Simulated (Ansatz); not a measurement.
# Na on Os(0001): change of the work function, part 2 of 4

How does one ordered layer of Na (bridge site) change the work function of Os(0001), and what dipole does each adsorbate carry?

Ansatz 0.2.0; plane-wave DFT, PBE, Ansatz PAW (the session's first sound run).

So far, work function, upper face (eV): step 2 (the clean slab) 5.36.

### Step 3. Adsorbate added

System of this step: Na/Os(0001). The cell holds 17 atoms: 16 Os and 1 Na. Cell: a = 5.480 Å, b = 5.480 Å, c = 27.405 Å, α = 90.0°, β = 90.0°, γ = 60.0°. Vacuum lies along c.

The clean slab as it ended is repeated in the plane and the adsorbate is set on one face; the cell's size fixes the coverage, and the k-mesh shrinks with it to keep the sampling density about even. Adsorbate and upper layers relax, since the dipole depends on the height.

input.yaml

```yaml
crystal:
  lattice:
    - [5.48, 0.0, 0.0]
    - [2.74, 4.7458192128, 0.0]
    - [0.0, 0.0, 27.4046059788]
  atoms:
    - { symbol: Os, position: [0.3333333333, 0.3333333333, 0.3284119468] }
    - { symbol: Os, position: [0.0, 0.0, 0.4073486774] }
    - { symbol: Os, position: [0.3333333333, 0.3333333333, 0.4868644822] }
    - { symbol: Os, position: [0.0, 0.0, 0.5638453212] }
    - { symbol: Os, position: [0.3333333333, 0.8333333333, 0.3284119468] }
    - { symbol: Os, position: [0.0, 0.5, 0.4073486774] }
    - { symbol: Os, position: [0.3333333333, 0.8333333333, 0.4868644822] }
    - { symbol: Os, position: [0.0, 0.5, 0.5638453212] }
    - { symbol: Os, position: [0.8333333333, 0.3333333333, 0.3284119468] }
    - { symbol: Os, position: [0.5, 0.0, 0.4073486774] }
    - { symbol: Os, position: [0.8333333333, 0.3333333333, 0.4868644822] }
    - { symbol: Os, position: [0.5, 0.0, 0.5638453212] }
    - { symbol: Os, position: [0.8333333333, 0.8333333333, 0.3284119468] }
    - { symbol: Os, position: [0.5, 0.5, 0.4073486774] }
    - { symbol: Os, position: [0.8333333333, 0.8333333333, 0.4868644822] }
    - { symbol: Os, position: [0.5, 0.5, 0.5638453212] }
    - { symbol: Na, position: [0.25, 0.0, 0.6715880532] }
kpoints:
  mp_grid: { grid: [7, 7, 1] }
hamiltonian:
  xc: pbe
scf:
  occupations: { method: fermi_dirac, width: 0.1 }
  convergence: { dr2_threshold: 1.0e-08 }
efield:
  axis: 3
  dipole_correction: true
  ramp_position: 0.97
  ramp_width: 0.06
relax:
  f_tol: 0.02
  max_steps: 60
  constraints: [{ sites: [0, 1, 4, 5, 8, 9, 12, 13] }]
output:
  bader: true
  dos: { projected: true, e_range: [-8, 4] }
  write_potential: true
  write_density: true
  volumetric_format: npy
  elf: true
```

Launch:

```
> ansatz run input.yaml --threads 4 --pin off --max-ram 6144MiB --backend cpu --events-out ev --progress --plain --runs-dir out
```

Numbers of over 12 decimals in the logs are rounded to 6 here.

The log of the run:

```text
[...]
Crystal: 17 atoms, lattice volume = 712.714 Å³
Basis set: ecut = 420 eV, 13873 PW (Γ), exchange–correlation on 80×80×384 points (8 copies of the dense FFT grid, shifted against one another)
Bands: 159, of which v1, the nominal top of the filled ones, is band 133 counted from 1 (132 counted from 0)
Symmetry: 2 space group operations
[...]
k-points: 16 of 49 (time reversal used)
[...]
SCF iter   1: F=—  HF=-183630.447478 eV  |F-HF|=—  |Δ(HF+E_count)|=         —  Δρ=7.05e-3  dr2=3.53e0  ethr=1.77e-3  p=0.522 e·Å  D=1.33e-1 V/Å  ΔV_dip=-3.63 eV  dr2_dipole=9.75e-1  V_vac-E_F(+/−)=1.63/5.26 eV  ⟨swp⟩=8.3  Hψ=11031  notcnv=0
[...]
SCF iter  12: F=-183630.430925 eV  HF=-183630.430925 eV  |F-HF|=5.47e-9  |Δ(HF+E_count)|=   1.22e-9  Δρ=4.41e-7  dr2=6.58e-9  ethr=3.77e-12  p=0.514 e·Å  D=1.31e-1 V/Å  ΔV_dip=-3.58 eV  dr2_dipole=1.64e-9  V_vac-E_F(+/−)=1.78/5.36 eV  ⟨swp⟩=9.0  Hψ=18320  notcnv=0
SCF 1 converged in 12 iterations: F = -183630.430925 eV  dr2 = 6.58e-9
[...]
relax step   1: F+E_penalty+E_count = -183630.43092492 eV  Δ(F+E_penalty+E_count) = +0.000e0 eV  max|allowed force component| = 7.318e-1 eV/Å  Δτ_max = 0.0000 Å  (12 SCF iters, accepted)
[...]
SCF iter  10: F=-183630.519320 eV  HF=-183630.519320 eV  |F-HF|=8.15e-10  |Δ(HF+E_count)|=   1.14e-9  Δρ=4.29e-7  dr2=3.91e-9  ethr=3.77e-12  p=0.540 e·Å  D=1.37e-1 V/Å  ΔV_dip=-3.76 eV  dr2_dipole=3.70e-11  V_vac-E_F(+/−)=1.61/5.37 eV  ⟨swp⟩=12.0  Hψ=18110  notcnv=0
SCF 2 converged in 10 iterations: F = -183630.519320 eV  dr2 = 3.91e-9
[...]
relax step   2: F+E_penalty+E_count = -183630.51932033 eV  Δ(F+E_penalty+E_count) = -8.840e-2 eV  max|allowed force component| = 5.955e-1 eV/Å  Δτ_max = 0.1365 Å  (10 SCF iters, accepted)
SCF iter   1: F=—  HF=-183630.603826 eV  |F-HF|=—  |Δ(HF+E_count)|=         —  Δρ=2.48e-3  dr2=3.92e-1  ethr=2.84e-4  p=0.540 e·Å  D=1.37e-1 V/Å  ΔV_dip=-3.76 eV  dr2_dipole=9.58e-2  V_vac-E_F(+/−)=1.62/5.38 eV  ⟨swp⟩=4.7  Hψ=5959  notcnv=0
[...]
SCF iter   9: F=-183630.593514 eV  HF=-183630.593514 eV  |F-HF|=2.04e-10  |Δ(HF+E_count)|=   3.57e-8  Δρ=4.43e-7  dr2=4.10e-9  ethr=3.77e-12  p=0.551 e·Å  D=1.40e-1 V/Å  ΔV_dip=-3.84 eV  dr2_dipole=6.83e-10  V_vac-E_F(+/−)=1.53/5.36 eV  ⟨swp⟩=12.0  Hψ=18255  notcnv=0
SCF 3 converged in 9 iterations: F = -183630.593514 eV  dr2 = 4.10e-9
relax step   3: F+E_penalty+E_count = -183630.59351373 eV  Δ(F+E_penalty+E_count) = -7.419e-2 eV  max|allowed force component| = 2.267e-1 eV/Å  Δτ_max = 0.1931 Å  (9 SCF iters, accepted)
[...]
relax step   4: F+E_penalty+E_count = -183630.60278715 eV  Δ(F+E_penalty+E_count) = -9.273e-3 eV  max|allowed force component| = 7.533e-2 eV/Å  Δτ_max = 0.0528 Å  (8 SCF iters, accepted)
SCF iter   1: F=—  HF=-183630.602059 eV  |F-HF|=—  |Δ(HF+E_count)|=         —  Δρ=2.08e-4  dr2=1.95e-3  ethr=9.58e-7  p=0.548 e·Å  D=1.39e-1 V/Å  ΔV_dip=-3.81 eV  dr2_dipole=5.68e-4  V_vac-E_F(+/−)=1.55/5.37 eV  ⟨swp⟩=3.1  Hψ=4388  notcnv=0
[...]
SCF iter   7: F=-183630.603251 eV  HF=-183630.603251 eV  |F-HF|=3.46e-9  |Δ(HF+E_count)|=   1.78e-8  Δρ=3.56e-7  dr2=1.19e-9  ethr=3.77e-12  p=0.548 e·Å  D=1.39e-1 V/Å  ΔV_dip=-3.81 eV  dr2_dipole=6.21e-11  V_vac-E_F(+/−)=1.55/5.37 eV  ⟨swp⟩=10.5  Hψ=17144  notcnv=0
SCF 5 converged in 7 iterations: F = -183630.603251 eV  dr2 = 1.19e-9
relax step   5: F+E_penalty+E_count = -183630.60325139 eV  Δ(F+E_penalty+E_count) = -4.642e-4 eV  max|allowed force component| = 1.044e-2 eV/Å  Δτ_max = 0.0052 Å  (7 SCF iters, accepted)
NSCF: frozen V_eff on 16 k-points
[...]
SCF converged after 7 iterations
Free energy (F): -183630.603251 eV
[...]
Internal energy: -183630.174075 eV  (E = F + TS)
E sigma→0 (E₀):  -183630.388663 eV
Entropy (-TS):   -0.429176 eV (-25.246 meV/atom)
Fermi energy:    6.080824 eV
Dipole field:    D = 0.139123 V/Å  (p = 0.547964 e·Å, saw-weighted, corrected)
Work function:   Φ+ = 1.5537 eV   Φ− = 5.3664 eV
[...]
--- Forces (eV/Å), atoms counted from 1 ---
  atom   1  Os     0.00041167     0.00473504     0.54429498
  atom   2  Os     0.02165138     0.01959195    -0.55108144
  atom   3  Os     0.00007158    -0.00080155     0.00081159
  atom   4  Os    -0.00429790     0.00440626    -0.00509811
  atom   5  Os     0.00000000     0.00069891     0.57725398
  atom   6  Os    -0.00000000    -0.03815856    -0.54971082
  atom   7  Os     0.00000000     0.00354527    -0.00358005
  atom   8  Os    -0.00000000    -0.00484267     0.00377036
  atom   9  Os    -0.00041167     0.00473504     0.54429498
  atom  10  Os    -0.02165138     0.01959195    -0.55108144
  atom  11  Os    -0.00007158    -0.00080155     0.00081159
  atom  12  Os     0.00429790     0.00440626    -0.00509811
  atom  13  Os     0.00000000    -0.00931239     0.54223237
  atom  14  Os    -0.00000000    -0.00340055    -0.54563277
  atom  15  Os     0.00000000     0.00439637    -0.01001718
  atom  16  Os    -0.00000000    -0.00623097    -0.00261477
  atom  17  Na    -0.00000000    -0.00256276     0.01043954
  max |Σ_I F_I| component: 5.28e-6 eV/Å
--- Band table (eV; the first three rows and the last of 16) ---
  k-point 0: bands = [... 129 lower, 6.4891, 6.4910, 6.7748, 7.2614, 7.2919, 7.3450, 7.3707, 7.3984, ... 22 higher]
  k-point 1: bands = [... 129 lower, 6.4215, 6.4268, 6.4691, 6.4726, 6.5741, 6.7879, 7.1419, 7.1923, ... 22 higher]
  k-point 2: bands = [... 129 lower, 5.8944, 5.9009, 6.0519, 6.3135, 6.5409, 6.6135, 6.6818, 6.7559, ... 22 higher]
  k-point 15: bands = [... 129 lower, 5.4513, 5.5591, 5.6106, 5.7555, 5.7647, 5.7820, 6.4078, 6.6933, ... 22 higher]
--- Relaxed structure (5 steps of the walk, 5 accepted, 0 SCFs on fresh bases) ---
  F+E_penalty+E_count = -183630.60325139 eV   max|allowed force component| = 1.044e-2 eV/Å
  atoms:
    - { symbol: Os, position: [0.333333, 0.333333, 0.3284119468] }
    - { symbol: Os, position: [0.0, 0.0, 0.4073486774] }
    - { symbol: Os, position: [0.332927, 0.333941, 0.486698] }
    - { symbol: Os, position: [-0.0041679, -0.000252195, 0.563533] }
    - { symbol: Os, position: [0.333333, 0.833333, 0.3284119468] }
    - { symbol: Os, position: [-5.551115123125783e-17, 0.500000, 0.4073486774] }
    - { symbol: Os, position: [0.333427, 0.833146, 0.486830] }
    - { symbol: Os, position: [7.621826761719519e-5, 0.499848, 0.564332] }
    - { symbol: Os, position: [0.833333, 0.333333, 0.3284119468] }
    - { symbol: Os, position: [0.5, 0.0, 0.4073486774] }
    - { symbol: Os, position: [0.833132, 0.333941, 0.486698] }
    - { symbol: Os, position: [0.504420, -0.000252195, 0.563533] }
    - { symbol: Os, position: [0.833333, 0.833333, 0.3284119468] }
    - { symbol: Os, position: [0.500000, 0.500000, 0.4073486774] }
    - { symbol: Os, position: [0.833898, 0.832204, 0.486362] }
    - { symbol: Os, position: [0.499691, 0.500617, 0.564343] }
    - { symbol: Na, position: [0.250890, -0.00177922, 0.657540] }
--- Bader charges: 17 sites ---
  site symbol  charge [e]  shift [e]
     0     Os     -0.0689     0.0001
     1     Os      0.0638     0.0001
     2     Os      0.0657     0.0001
     3     Os     -0.2760     0.0000
     4     Os     -0.0690     0.0001
     5     Os      0.0647     0.0001
     6     Os      0.0617     0.0001
     7     Os     -0.2062     0.0001
     8     Os     -0.0689     0.0001
     9     Os      0.0638     0.0001
    10     Os      0.0657     0.0001
    11     Os     -0.2760     0.0000
    12     Os     -0.0689     0.0001
    13     Os      0.0645     0.0001
    14     Os      0.0654     0.0000
    15     Os     -0.2064     0.0001
    16     Na      0.7247     0.0000
  estimated error of the sums over rays = 5.5e-4 e
```

It took 7.1 min on 4 threads of Arm Neoverse V1, shared host; peak memory 3.3 GiB; 28 min of CPU time.

The steps of the relaxation:

| step | energy less that of the first step (eV) | largest force component (eV/Å) |
| --- | --- | --- |
| 1 | 0.0000 | 0.7318 |
| 2 | -0.0884 | 0.5955 |
| 3 | -0.1626 | 0.2267 |
| 4 | -0.1719 | 0.0753 |
| 5 | -0.1723 | 0.0104 |

The run keeps the 2 symmetry operations that it works with, so distortions that break them were not tested.

The atoms that moved most (Å):

| atom | dx | dy | dz | length |
| --- | --- | --- | --- | --- |
| Na17 | 0.000 | -0.008 | -0.385 | 0.385 |
| Os12 | 0.024 | -0.001 | -0.009 | 0.025 |
| Os4 | -0.024 | -0.001 | -0.009 | 0.025 |
| Os15 | 0.000 | -0.005 | -0.014 | 0.015 |
| Os16 | 0.000 | 0.003 | 0.014 | 0.014 |
| Os8 | 0.000 | -0.001 | 0.013 | 0.013 |
| Os11 | 0.001 | 0.003 | -0.005 | 0.005 |
| Os3 | -0.001 | 0.003 | -0.005 | 0.005 |

This step gave:

* energy at zero smearing: -183630.3887 eV
* work function, upper face: 1.554 eV
* work function, lower face: 5.366 eV
* dipole along the normal: 0.5480 e·Å
* step between the vacuum levels: -3.813 eV

Running mean over 2.16323 Å of the planar mean; the ramp of the sawtooth is left out. The electron's electrostatic potential energy less the Fermi level by z:

z (Å), electron's electrostatic potential energy less the Fermi level (eV) and a bar from the least value:
```
      3.5        5.4 ##############################
      4.0        5.4 ##############################
      4.5        5.4 ##############################
      5.0        5.4 ##############################
      5.5        5.3 ##############################
      6.0        5.3 ##############################
      6.5        5.0 #############################
      7.0        4.0 ############################
      7.5        0.7 #######################
      8.0       -5.1 #############
      8.5      -10.2 #####
      9.0      -12.3 ##
      9.5      -12.7 #
     10.0      -12.8 #
     10.5      -12.9 #
     11.0      -13.0 #
     11.5      -13.0 #
     12.0      -13.0 #
     12.5      -13.0 #
     13.0      -13.1 #
     13.5      -13.2 
     14.0      -13.4 
     14.5      -13.3 
     15.0      -13.0 #
     15.5      -12.3 ##
     16.0      -10.1 #####
     16.5       -5.3 #############
     17.0       -0.8 ####################
     17.5        0.9 #######################
     18.0        0.8 #######################
     18.5        0.5 ######################
     19.0        0.7 ######################
     19.5        1.2 #######################
     20.0        1.4 ########################
     20.5        1.5 ########################
     21.0        1.5 ########################
     21.5        1.5 ########################
     22.0        1.5 ########################
     22.5        1.6 ########################
     23.0        1.6 ########################
     23.5        1.6 ########################
     24.0        1.6 ########################
```

The density of states has structure finer than the step of the table below, so its rows give means over 0.5 eV, whole bins alone (the curve runs from -8 to 1.98 eV). Peaks (eV: height): -4.93: 63.7, -4.51: 45.5, -3.58: 38.8, -2.47: 44.1, -2.29: 48.1, -2.02: 35.6, 1.44: 45.4.

The density of states by energy, zero at the Fermi level; means over each step:

| energy (eV) | density of states (states/eV a cell) |
| --- | --- |
| -7.5 | 5.78 |
| -7.0 | 11.5 |
| -6.5 | 14.4 |
| -6.0 | 17.2 |
| -5.5 | 11.7 |
| -5.0 | 18.8 |
| -4.5 | 16.8 |
| -4.0 | 11.3 |
| -3.5 | 21.2 |
| -3.0 | 17.9 |
| -2.5 | 31.4 |
| -2.0 | 24.5 |
| -1.5 | 16.5 |
| -1.0 | 12.1 |
| -0.5 | 17.6 |
| 0.0 | 12.4 |
| 0.5 | 17.7 |
| 1.0 | 14.3 |
| 1.5 | 24.3 |

Projected DOS per atom over height of the atomic layer and energy from the Fermi level. Layers: Os4 Os4 Os4 Os4 Na from below.

Ten even steps from '_' (0.00 states/eV) to '@' (2.46 states/eV), each cell a mean:
```
==****==..
++====++--
--------::
==::::==..
--::::--__
++--::==__
--::::--__
==------..
##====**__
@@++++@@__
++====**__
++++++++__
--======__
::----::__
--==----__
========__
::----::__
--====--__
..==++::__
..====::__
..----..__
__________
```
Columns: height of the atomic layer (Å) from 9 to 18.0 (not evenly spaced); rows upwards: energy from the Fermi level (eV) from -7.96 to 1.95.

Electrostatic potential energy in the ca plane at fractional y = 0.000, with atoms of Os and Na within 0.2 Å of it. With pseudopotentials it is smooth inside the atoms' cores, unlike the true potential.

Ten even steps from '0' (-52 eV) to '9' (10 eV), each cell a mean:
```
99986100168999985100269999999999999999999999
77887422478877887422589999999999999999999999
55788877888755788767899999999999999999999999
44689988998644689988999999999999999999999999
55788866888755788767899999999999999999999999
77887422478878887422589999999999999999999999
99986100168999985100269999999999999999999999
99985100158999985000169999999999999999999999
88987300378988986211479998889999999999999999
66888645688866788655799974478999999999999999
44689888898644689988999840048999999999999999
44689888898644689888999840048999999999999999
66888644688866888655799974478999999999999999
88986200368988986211379998889999999999999999
99985100158999985000169999999999999999999999
```
Columns run along c (16.0 Å, from fractional 0.32 to 0.90 of the cell; values clipped at the 3rd and 97th percentile), rows up along a (5.5 Å). Atoms in or near the plane, at fractional coordinates: Os at (0.41, 0.00), Os at (0.56, 0.00), Os at (0.41, 0.50), Os at (0.56, 0.50), Na at (0.66, 0.25).

Valence density in the ca plane at fractional y = 0.000, with atoms of Os and Na within 0.2 Å of it. It is the smooth field of the valence electrons, not physical close to the nuclei.

Ten steps, logarithmic in the rise over the least value, from '0' (0 e/Å³) to '9' (14 e/Å³), each cell a mean:
```
22234788743222235788741000000000000000000000
33333577533333334677531000000000000000000000
44332344323344333344321000000000000000000000
55432233223455432333211000000000000000000000
44332344323344333344321000000000000000000000
33333577533333334677531000000000000000000000
22234788743222235788741000000000000000000000
22235788753222235888742100000000000000000000
33234688643233334687631111100000000000000000
44333455433344333455321147730000000000000000
55432333323455432333221279961000000000000000
55432333323455432333221279961000000000000000
44333455433344333455421146630000000000000000
33234688643233334787631111100000000000000000
22235788753222235888742100000000000000000000
```
Columns run along c (16.0 Å, from fractional 0.32 to 0.90 of the cell), rows up along a (5.5 Å). Atoms in or near the plane, at fractional coordinates: Os at (0.41, 0.00), Os at (0.56, 0.00), Os at (0.41, 0.50), Os at (0.56, 0.50), Na at (0.66, 0.25).

ELF in the ca plane at fractional y = 0.000, with atoms of Os and Na within 0.2 Å of it. It is the smooth field of the valence electrons, not physical close to the nuclei.

Ten even steps from '0' (0.00) to '9' (0.67), each cell a mean:
```
54545988954544446989953432111110000000000000
44454688645444455798633333221100000000000000
55444444454455445455444433211000000000000000
66445455553466435555555432211000000000000000
55444455454455444455444433211000000000000000
44454698645444455799633333221100000000000000
54545988954544446988953432111110000000000000
55545967954544446967953310000001000000000000
44454899845444455899843102310001100000000000
44454466445444455466443148861000110000000000
66445445454466434445552176583000110000000000
66445444454466434445552176683000110000000000
44454466545444455566443148861000110000000000
44454899845544455899843102310001100000000000
55545967954544446967953310000001000000000000
```
Columns run along c (16.0 Å, from fractional 0.32 to 0.90 of the cell), rows up along a (5.5 Å). Atoms in or near the plane, at fractional coordinates: Os at (0.41, 0.00), Os at (0.56, 0.00), Os at (0.41, 0.50), Os at (0.56, 0.50), Na at (0.66, 0.25).

The relaxation took 5 steps and lowered the energy by 0.17 eV; the largest force on the free atoms ends at 0.010 eV/Å.

By hand: a sheet of dipoles makes a step −p/(ε₀A) in the electron's potential. With e/ε₀ = 180.95 V·Å, p = 0.5480 e·Å and A = 26.01 Å², that is −180.95 × (0.5480) / 26.01 = -3.813 eV, and the two vacuum levels of the run differ by -3.813 eV.

The covered face has 1.55 eV, -3.80 eV against the clean one; the bare back face has moved by -0.02 eV, a measure of how thin the slab is.

### Step 4. Work function against coverage

This step: plane-wave DFT, PBE, Ansatz PAW; work function against coverage (Ansatz 0.2.0).

The runs are now put side by side.

This step gave:

* work function of the clean face: 5.357 eV
* largest change of the work function: -3.803 eV

Work function of the covered face against coverage:

| coverage (adsorbates/nm²) | work function of the covered face (eV) |
| --- | --- |
| 0.00 | 5.36 |
| 3.85 | 1.55 |

The dipole per adsorbate comes from the change of the cell's dipole. Coverage, by row:

| coverage (1/nm²) | coverage (ML) | work function (eV) | change (eV) | dipole per adsorbate, positive end outwards (debye) | mean height of the added atoms over the highest substrate atom (Å) |
| --- | --- | --- | --- | --- | --- |
| 3.845 | 0.25 | 1.554 | -3.803 | 2.614 | 2.554 |

[end of part 2 of 4]

[Logs are printed without paths, hosts, clocks, repeated set-up lines and the standing remarks that a program may print on its own settings, such as how far it seeks lower states.]

[Hosts, paths, dates, database ids (printed as entryN), source tags and the programs' standing remarks are cut or masked in the printed files.]

[Maps of the electrostatic potential energy from Ansatz leave out the sawtooth potential of an applied field or a dipole correction, so their vacuum need not be flat; planar profiles and work functions include it.]
